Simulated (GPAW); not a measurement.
# CN in line between two Al chains: relaxation, then transmission at several levels, part 2 of 2

Aim: the conductance of CN in line between two Al chains after relaxation, and whether geometry, basis or functional moves it most.

GPAW 26.7.0; GPAW LCAO, PAW setups; relaxation of the junction within the symmetry of its start, lead ends held (the session's first sound run).

So far, transmission at the Fermi level (one spin): step 3 (double-zeta polarised basis) 1.95; step 4 (basis szp(dzp)) 1.96. Also open channels of the lead at the Fermi level (one spin): step 3 2; step 4 2.

### 5. GPAW, sz: basis = "sz(dzp)"

One function for each valence shell of the setup, as for a first survey of a large system.

File run.py:

```python
import json
import numpy as np
from ase import Atoms
from ase.transport.calculators import TransportCalculator
from gpaw import GPAW, FermiDirac
from gpaw.lcao.tools import get_lcao_hamiltonian
from scipy.linalg import eigh

# The junction with lead layers at both ends, along the third cell vector
device = Atoms(
    ['Al', 'Al', 'Al', 'Al', 'Al', 'Al', 'Al', 'C', 'N', 'Al', 'Al', 'Al', 'Al', 'Al', 'Al', 'Al'],
    positions=[
        [4.50000, 4.50000, 1.20000],
        [4.50000, 4.50000, 3.60000],
        [4.50000, 4.50000, 6.00000],
        [4.50000, 4.50000, 8.40000],
        [4.50000, 4.50000, 10.80000],
        [4.50000, 4.50000, 13.20000],
        [4.50000, 4.50000, 15.52509],
        [4.50000, 4.50000, 17.36211],
        [4.50000, 4.50000, 18.58643],
        [4.50000, 4.50000, 20.34714],
        [4.50000, 4.50000, 22.66670],
        [4.50000, 4.50000, 25.06670],
        [4.50000, 4.50000, 27.46670],
        [4.50000, 4.50000, 29.86670],
        [4.50000, 4.50000, 32.26670],
        [4.50000, 4.50000, 34.66670]],
    cell=[[9.0, 0.0, 0.0], [0.0, 9.0, 0.0], [0.0, 0.0, 35.8667]],
    pbc=True)

# One principal layer of the lead: the first 4 atoms of the device
lead = Atoms(
    ['Al', 'Al', 'Al', 'Al'],
    positions=[
        [4.50000, 4.50000, 1.20000],
        [4.50000, 4.50000, 3.60000],
        [4.50000, 4.50000, 6.00000],
        [4.50000, 4.50000, 8.40000]],
    cell=[[9.0, 0.0, 0.0], [0.0, 9.0, 0.0], [0.0, 0.0, 9.6]],
    pbc=True)

settings = dict(mode='lcao', basis='sz(dzp)', xc='PBE', h=0.18,
                occupations=FermiDirac(0.1), maxiter=250,
                mixer=dict(beta=0.1, nmaxold=8, weight=100.0),
                convergence=dict(density=0.0001))
energies = np.arange(-2, 2 + 1e-9, 0.025)
eta = 0.0001
n1, n2 = 1, 1
# k and -k transmit alike, so half of the mesh across the current serves
mesh = [(i, j) for i in range(n1) for j in range(n2) if (i, j) <= (-i % n1, -j % n2)]
weights = np.array([1 if (i, j) == (-i % n1, -j % n2) else 2 for i, j in mesh]) / (n1 * n2)


def ground_state(atoms, size, txt):
    atoms.calc = GPAW(kpts={'size': size, 'gamma': True}, symmetry={'tolerance': 1e-3}, txt=txt, **settings)
    atoms.get_potential_energy()
    return atoms.calc.get_fermi_level()


def blocks(atoms, fermi, points, nz, cells):
    """H - E_F S and S between cell 0 and the cells above it, at each point across the current."""
    kz = np.arange(nz) / nz
    calc = atoms.calc.fixed_density(kpts=[(*k, z) for k in points for z in kz], symmetry='off', txt=None)
    H, S = get_lcao_hamiltonian(calc)
    H = (H - fermi * S).reshape(len(H), len(points), nz, *S.shape[1:])
    S = S.reshape(H.shape[1:])
    phases = [np.exp(-2j * np.pi * kz * R) / nz for R in cells]
    return [(np.einsum('skzij,z->ksij', H, p), np.einsum('kzij,z->kij', S, p)) for p in phases]


def pair(a, b):
    return np.block([[a, b], [b.T.conj(), a]])


def count_channels(h, s, cells, nk=240):
    """Half the number of times that the lead's bands cross each energy, unfolded to its shortest repeat."""
    b = len(h) // cells
    bands = []
    for k in (np.arange(nk + 1) + 0.5) / nk:
        hk, sk = h[:b, :b].copy(), s[:b, :b].copy()
        for R in range(1, cells):
            phase, block = np.exp(2j * np.pi * k * R), slice(R * b, (R + 1) * b)
            hk += h[:b, block] * phase + (h[:b, block] * phase).T.conj()
            sk += s[:b, block] * phase + (s[:b, block] * phase).T.conj()
        w, u = eigh(sk)
        x = u[:, w > 1e-5] / w[w > 1e-5]**0.5  # drop near-dependent combinations
        bands.append(np.r_[eigh(x.T.conj() @ hk @ x, eigvals_only=True), [1e9] * (w <= 1e-5).sum()])
    below = np.array(bands)[:, :, None] < energies
    return (below[1:] != below[:-1]).sum((0, 1)) / 2


fermi_lead = ground_state(lead, (1, 1, 12), 'lead.txt')
fermi_device = ground_state(device, (1, 1, 2), 'device.txt')
T, channels, eigen, tail, misfit, shifts = [], [], [], 0.0, 0.0, []
for first in range(0, len(mesh), 434):
    points = [(i / n1, j / n2) for i, j in mesh[first:first + 434]]
    (H0k, S0k), (H1k, S1k), (H2k, _) = blocks(lead, fermi_lead, points, 5, range(3))
    [(Hk, Sk)] = blocks(device, fermi_device, points, 2, [0])
    tail = max(tail, abs(H2k).max())
    for H0, S0, H1, S1, H, S in zip(H0k, S0k, H1k, S1k, Hk, Sk):
        n = len(S0)
        # Shift the lead onto the potential of the device's first layer
        shift = ((H[:, 0, 0] - H0[:, 0, 0]) / S0[0, 0]).real.mean()
        shifts.append(shift)
        misfit = max(misfit, abs(H[:, :n, :n] - H0 - shift * S0).max())
        Tk, Ck, Ek = [], [], []
        for s in range(len(H)):
            t = s % len(H0)  # a lead without moments serves both spins
            h1, s1 = pair(H0[t] + shift * S0, H1[t] + shift * S1), pair(S0, S1)
            leads = dict(h1=h1, s1=s1, energies=energies, eta=eta, eta1=eta, eta2=eta)
            calc = TransportCalculator(h=H[s], s=S, eigenchannels=3, **leads)
            Tk.append(calc.get_transmission())
            Ek.append(np.sort(calc.eigenchannels_ne, axis=0)[::-1])
            Ck.append(count_channels(h1, s1, 8))
        T.append(Tk)
        channels.append(Ck)
        eigen.append(Ek)
T, channels = np.array(T), np.array(channels)
mean, open_channels = np.einsum('kse,k->se', T, weights), np.einsum('kse,k->se', channels, weights)

print(f'basis functions: device {len(S)}, principal layer {n}')
print(f'Fermi level: lead {fermi_lead:.4f} eV, device {fermi_device:.4f} eV; lead shifted by {np.mean(shifts):.4f} eV')
print(f'largest coupling past the next layer {tail:.2e} eV, largest misfit of the first layer {misfit:.3f} eV')
print('  E-E_F (eV)   ' + 'T (one spin)  channels')
for e, t, c in zip(energies, mean.T, open_channels.T):
    print(f'{e:10.3f}  ', *[f'{x:11.4e}' for x in t], *[f'{x:9.4f}' for x in c])

kT = 8.617333e-5 * 300
fine = np.linspace(energies[0], energies[-1], 4001)
both = np.exp(np.interp(fine, energies, np.log(np.maximum(mean.sum(0) * 2 / len(mean), 1e-30))))
fermi = lambda mu: 1 / (1 + np.exp(np.clip((fine - mu) / kT, -200, 200)))
slope = fermi(0) * (1 - fermi(0)) / kT
G = np.trapezoid(both * slope, fine) / 2
seebeck = -np.trapezoid(both * slope * fine, fine) / (2 * G * 300) * 1e6
print(f'conductance at 300 K: {G:.5g} G0 a cell; thermopower {seebeck:.4g} uV/K')
bias = [0.1, 0.2, 0.5, 1.0, 1.5, 2.0]
current = [38.74 * np.trapezoid(both * (fermi(V / 2) - fermi(-V / 2)), fine) for V in bias]
for V, I in zip(bias, current):
    print(f'current from the zero-bias T(E) at {V} V: {I:.5g} uA')
zero = abs(energies).argmin()
json.dump(dict(energies=energies.tolist(), T=mean.tolist(), channels=open_channels.tolist(), G=G, seebeck=seebeck,
               bias=bias, current=current, tail=tail, misfit=misfit, shift=np.mean(shifts), n_device=len(S), n_lead=n,
               fermi=[fermi_lead, fermi_device], energy=device.get_potential_energy(),
               moments=device.get_magnetic_moments().tolist(), mesh=mesh, weights=weights.tolist(),
               T_k=T[:, :, zero].tolist(), eigen=np.array(eigen[0]).tolist()), open('result.json', 'w'))
```

The run is started by

```
$ OMP_NUM_THREADS=1 OPENBLAS_NUM_THREADS=1 python run.py
```

Run time: 64 s. Hardware: 1 thread of Arm Neoverse V1, shared host; peak memory 1.5 GiB.

Numbers from this step:

```
conductance                                    : 1.967 G₀
largest coupling past the next principal layer : 9.49e-16 eV
largest misfit of the first principal layer    : 0.01842 eV
shift that aligns the lead                     : -0.006467 eV
basis functions of the junction                : 64
basis functions of a principal layer           : 16
transmission at the Fermi level (one spin)     : 1.968
```

One spin. Table of transmission, zone mean by energy, zero at the Fermi level:

energy (eV), transmission, zone mean and a bar:
```
   -2.000       0.00 
   -1.900       0.00 
   -1.800       0.00 
   -1.700       0.00 
   -1.600       0.00 
   -1.500       0.00 
   -1.400       0.00 
   -1.300       0.00 
   -1.200       0.00 
   -1.100       0.00 
   -1.000       0.00 
   -0.900       0.00 
   -0.800       0.00 
   -0.700       0.00 
   -0.600       0.00 
   -0.500       0.00 
   -0.400       1.25 ##################
   -0.300       1.98 #############################
   -0.200       1.98 #############################
   -0.100       1.98 #############################
    0.000       1.97 ############################
    0.100       1.95 ############################
    0.200       1.93 ############################
    0.300       1.92 ############################
    0.400       1.91 ############################
    0.500       1.90 ###########################
    0.600       1.89 ###########################
    0.700       2.07 ##############################
    0.800       2.06 ##############################
    0.900       2.04 ##############################
    1.000       2.02 #############################
    1.100       2.00 #############################
    1.200       1.99 #############################
    1.300       1.97 ############################
    1.400       1.95 ############################
    1.500       1.93 ############################
    1.600       1.92 ############################
    1.700       1.90 ############################
    1.800       1.89 ###########################
    1.900       1.88 ###########################
    2.000       1.87 ###########################
```

The conductance, 1.97 G₀, lies 0.7 % above that of the dzp run.

### 6. LDA in the dzp basis: xc = "LDA"

Back in the dzp basis, the functional changes from PBE to LDA, to set the spread between functionals beside that between bases.

run.py: that of step 5 with these lines changed.

```diff
@@ -42,3 +42,3 @@
 
-settings = dict(mode='lcao', basis='sz(dzp)', xc='PBE', h=0.18,
+settings = dict(mode='lcao', basis='dzp', xc='LDA', h=0.18,
                 occupations=FermiDirac(0.1), maxiter=250,
```

Elapsed: 1.8 min, on 1 thread; peak memory 1.7 GiB.

Numbers from this step:

* conductance: 1.963 G₀
* largest coupling past the next principal layer: 1.56e-15 eV
* largest misfit of the first principal layer: 0.01224 eV
* shift that aligns the lead: -0.004708 eV
* basis functions of the junction: 208
* basis functions of a principal layer: 52
* transmission at the Fermi level (one spin): 1.964

The conductance, 1.96 G₀, lies 0.5 % above that of the dzp run.

### 7. The structure as built: geometry = "as built"

The dzp basis with PBE on the structure as first built shows what the relaxation was worth.

run.py: that of step 6 with these lines changed.

```diff
@@ -18,6 +18,6 @@
         [4.50000, 4.50000, 13.20000],
-        [4.50000, 4.50000, 15.52509],
-        [4.50000, 4.50000, 17.36211],
-        [4.50000, 4.50000, 18.58643],
-        [4.50000, 4.50000, 20.34714],
+        [4.50000, 4.50000, 15.60000],
+        [4.50000, 4.50000, 17.35540],
+        [4.50000, 4.50000, 18.53540],
+        [4.50000, 4.50000, 20.26670],
         [4.50000, 4.50000, 22.66670],
@@ -42,3 +42,3 @@
 
-settings = dict(mode='lcao', basis='dzp', xc='LDA', h=0.18,
+settings = dict(mode='lcao', basis='dzp', xc='PBE', h=0.18,
                 occupations=FermiDirac(0.1), maxiter=250,
```

Elapsed: 2.2 min, on 1 thread; peak memory 1.7 GiB.

This step gave:

* conductance: 1.975 G₀
* largest coupling past the next principal layer: 2.45e-15 eV
* largest misfit of the first principal layer: 0.008902 eV
* shift that aligns the lead: -0.004414 eV
* transmission at the Fermi level (one spin): 1.975

The conductance, 1.97 G₀, lies 1.1 % above that of the dzp run.

### 8. The ladder

Times are for 1 thread of Arm Neoverse V1, shared host. The series side by side:

```csv
no.,run,conductance (G₀),time,memory (GiB)
1,dzp,1.953,2.3 min,1.7
2,szp,1.958,1.7 min,1.7
3,sz,1.967,64 s,1.5
4,dzp LDA,1.963,1.8 min,1.7
5,asbuilt,1.975,2.2 min,1.7
```

### 9. Comparison

The curves are compared point by point over the common energies.

This step: comparison of transmission and cost over codes, levels and geometry (GPAW 26.7.0).

Ladder, by row:

```csv
step,code,T at the Fermi level (sum over the listed spins),conductance (G0),r.m.s. T(E) from the first,wall time (s),peak memory (GiB),threads
dzp,GPAW,1.954,1.953,0,136.1,1.73,1
szp,GPAW,1.959,1.958,0.1506,103.7,1.7,1
sz,GPAW,1.968,1.967,0.1209,63.53,1.53,1
dzp-LDA,GPAW,1.964,1.964,0.03839,109.1,1.73,1
asbuilt,GPAW,1.975,1.975,0.04555,132.3,1.73,1
```

The transmission, zone mean, sum over the listed spins by energy, zero at the Fermi level:

```csv
energy (eV),dzp,szp,sz,dzp-LDA,asbuilt
-2.000,0.0105,0.00910,0.00357,0.0102,0.00865
-1.800,0.00796,0.00651,8.8e-4,0.00781,0.00636
-1.600,0.00510,0.00355,4.2e-12,0.00510,0.00393
-1.400,0.00181,9.8e-5,2.8e-13,0.00191,0.00134
-1.200,1.5e-11,2.3e-12,6.6e-14,1.9e-11,1.3e-11
-1.000,1.9e-12,2.7e-13,3.0e-14,2.0e-12,2.3e-12
-0.800,1.4e-12,8.7e-14,2.0e-14,1.4e-12,1.9e-12
-0.600,1.3e-12,5.1e-14,1.9e-13,1.3e-12,1.8e-12
-0.400,0.270,7.6e-7,1.25,0.353,0.308
-0.200,1.97,1.97,1.98,1.98,1.98
0.000,1.95,1.96,1.97,1.96,1.98
0.200,1.91,1.92,1.93,1.93,1.95
0.400,1.87,1.88,1.91,1.89,1.90
0.600,1.84,1.84,1.89,1.86,1.85
0.700,1.83,1.83,2.07,1.85,1.83
0.800,1.83,2.04,2.06,1.84,1.81
0.875,1.82,2.01,2.05,2.05,1.79
0.950,2.10,1.96,2.03,2.02,1.95
1.000,2.06,1.93,2.02,1.99,1.94
1.200,1.95,1.83,1.99,1.91,1.85
1.400,1.86,1.73,1.95,1.83,1.79
1.600,1.78,1.65,1.92,1.76,1.74
1.800,1.71,1.58,1.89,1.69,1.71
2.000,1.64,1.51,1.87,1.63,1.68
```

### 10. Mixing 0.25

Mixing changes the road to self-consistency, not its end. The mixing history changes the road to self-consistency, not its end.

This step: GPAW LCAO, PAW setups; Landauer transmission from Green's functions with principal layers (ASE), zero bias (GPAW 26.7.0).

run.py: that of step 7 with these lines changed.

```diff
@@ -18,6 +18,6 @@
         [4.50000, 4.50000, 13.20000],
-        [4.50000, 4.50000, 15.60000],
-        [4.50000, 4.50000, 17.35540],
-        [4.50000, 4.50000, 18.53540],
-        [4.50000, 4.50000, 20.26670],
+        [4.50000, 4.50000, 15.52509],
+        [4.50000, 4.50000, 17.36211],
+        [4.50000, 4.50000, 18.58643],
+        [4.50000, 4.50000, 20.34714],
         [4.50000, 4.50000, 22.66670],
@@ -44,3 +44,3 @@
                 occupations=FermiDirac(0.1), maxiter=250,
-                mixer=dict(beta=0.1, nmaxold=8, weight=100.0),
+                mixer=dict(beta=0.25, nmaxold=5, weight=100.0),
                 convergence=dict(density=0.0001))
```

Run time: 2.9 min. Hardware: 1 thread; peak memory 1.6 GiB.

Numbers from this step:

- conductance: 1.953 G₀
- largest coupling past the next principal layer: 1.13e-15 eV
- largest misfit of the first principal layer: 0.01384 eV
- shift that aligns the lead: -0.004062 eV
- transmission at the Fermi level (one spin): 1.954

One spin. The transmission, zone mean by energy, zero at the Fermi level:

```csv
energy (eV),"transmission, zone mean"
-2.000,0.0105
-1.900,0.00926
-1.800,0.00796
-1.700,0.00657
-1.600,0.00510
-1.500,0.00352
-1.400,0.00182
-1.300,1.7e-8
-1.200,1.5e-11
-1.100,3.4e-12
-1.000,1.9e-12
-0.900,1.5e-12
-0.800,1.4e-12
-0.700,1.3e-12
-0.600,1.3e-12
-0.500,2.8e-11
-0.400,0.239
-0.300,1.98
-0.200,1.97
-0.100,1.97
0.000,1.95
0.100,1.93
0.200,1.91
0.300,1.89
0.400,1.87
0.500,1.85
0.600,1.84
0.700,1.83
0.800,1.83
0.900,1.82
0.950,2.10
1.000,2.06
1.100,2.00
1.200,1.95
1.300,1.90
1.400,1.86
1.500,1.82
1.600,1.78
1.700,1.74
1.800,1.71
1.900,1.67
2.000,1.64
```

Crossings of the lead's bands, unfolded to its shortest repeat. Open channels, zone mean against energy, zero at the Fermi level:

energy (eV), open channels, zone mean and a bar:
```
   -2.000       1.00 ##########
   -1.900       1.00 ##########
   -1.800       1.00 ##########
   -1.700       1.00 ##########
   -1.600       1.00 ##########
   -1.500       1.00 ##########
   -1.400       1.00 ##########
   -1.300       0.00 
   -1.200       0.00 
   -1.100       0.00 
   -1.000       0.00 
   -0.900       0.00 
   -0.800       0.00 
   -0.700       0.00 
   -0.600       0.00 
   -0.500       0.00 
   -0.400       2.00 ####################
   -0.300       2.00 ####################
   -0.200       2.00 ####################
   -0.100       2.00 ####################
    0.000       2.00 ####################
    0.100       2.00 ####################
    0.200       2.00 ####################
    0.300       2.00 ####################
    0.400       2.00 ####################
    0.500       2.00 ####################
    0.600       2.00 ####################
    0.700       2.00 ####################
    0.800       2.00 ####################
    0.900       2.00 ####################
    1.000       3.00 ##############################
    1.100       3.00 ##############################
    1.200       3.00 ##############################
    1.300       3.00 ##############################
    1.400       3.00 ##############################
    1.500       3.00 ##############################
    1.600       3.00 ##############################
    1.700       3.00 ##############################
    1.800       3.00 ##############################
    1.900       3.00 ##############################
    2.000       3.00 ##############################
```

Not self-consistent under bias; the bias window is split evenly. Current through one cell, from the zero-bias transmission against bias:

```csv
bias (V),"current through one cell, from the zero-bias transmission (μA)"
0.100,15.1
0.200,30.2
0.500,75.4
1.000,132
1.500,167
2.000,204
```

Transmission of the three most open eigenchannels against energy, zero at the Fermi level:

```csv
energy (eV),channel 1,channel 2,channel 3
-2.000,0.0105,1.5e-12,0
-1.900,0.00926,1.5e-12,0
-1.800,0.00796,1.4e-12,0
-1.700,0.00657,1.4e-12,0
-1.600,0.00510,1.4e-12,0
-1.500,0.00352,1.4e-12,0
-1.400,0.00182,1.4e-12,0
-1.300,1.7e-8,1.3e-12,0
-1.200,1.4e-11,1.3e-12,0
-1.100,2.1e-12,1.3e-12,0
-1.000,1.3e-12,0,0
-0.900,1.3e-12,0,0
-0.800,1.2e-12,0,0
-0.700,1.2e-12,0,0
-0.600,1.2e-12,0,0
-0.500,1.3e-11,1.3e-11,1.2e-12
-0.400,0.120,0.120,1.1e-12
-0.300,0.989,0.989,1.1e-12
-0.200,0.986,0.986,1.1e-12
-0.100,0.983,0.983,1.1e-12
0.000,0.977,0.977,1.1e-12
0.100,0.967,0.967,1.0e-12
0.200,0.955,0.955,1.0e-12
0.300,0.943,0.943,1.0e-12
0.400,0.934,0.934,0
0.500,0.926,0.926,2.2e-12
0.600,0.921,0.921,7.3e-12
0.700,0.917,0.917,3.7e-11
0.800,0.913,0.913,4.6e-10
0.900,0.908,0.908,2.1e-7
1.000,0.901,0.901,0.260
1.100,0.893,0.893,0.215
1.200,0.882,0.882,0.185
1.300,0.870,0.870,0.164
1.400,0.856,0.856,0.149
1.500,0.842,0.842,0.136
1.600,0.827,0.827,0.127
1.700,0.813,0.813,0.118
1.800,0.798,0.798,0.111
1.900,0.784,0.784,0.105
2.000,0.770,0.770,0.0998
```

The conductance equals that of the dzp run to 0.2 %.

### 11. Outcome

| Property | Result |
| --- | --- |
| conductance | 1.95 G₀ |
| transmission at the Fermi level, mean of the spins | 1.95 |
| thermopower | about 0 (under 1.5 μV/K) |
| open channels of the lead there | 2 |

In words: In the dzp basis the junction conducts 1.95 G₀ at 300 K, with T = 1.95 a spin at the Fermi level; the sz basis reaches that conductance within 10 %. Relaxation moved atoms by up to 0.080 Å and took the conductance from 1.97 to 1.95 G₀, as a ratio about as much as the step from dzp to the minimal basis. The junction passes nearly all that the lead offers at the Fermi level. At the Fermi level two eigenchannels carry the current (0.98 and 0.98). Measured against the first run (dzp), the nearest curve is that of dzp-LDA (r.m.s. 0.038) and the farthest that of szp (0.15). Over the compared runs wall time goes from 64 s (sz) to 136 s (dzp), on a shared host. The leads kept an estimated spacing and the cell its length, so the junction may be under some tension or compression. The geometry comes from the orbital basis, which tends to overbind, and kept the symmetry of the start, so a structure of lower symmetry may lie lower. The run had no spin polarisation, so a magnetic state, which chains and small molecules with open shells often have, wasn't tested. An evenly spaced straight chain is an idealisation: free chains tend to dimerise, zigzag or, where a band edge lies near the Fermi level, turn magnetic. The currents use the zero-bias T(E) throughout, which holds only while the bias is small against the distance to the nearest feature.

[Logs are printed without paths, hosts, clocks, repeated set-up lines and the standing remarks that a program may print on its own settings, such as how far it seeks lower states.]

[Hosts, paths, dates, database ids (printed as entryN), source tags and the programs' standing remarks are cut or masked in the printed files.]
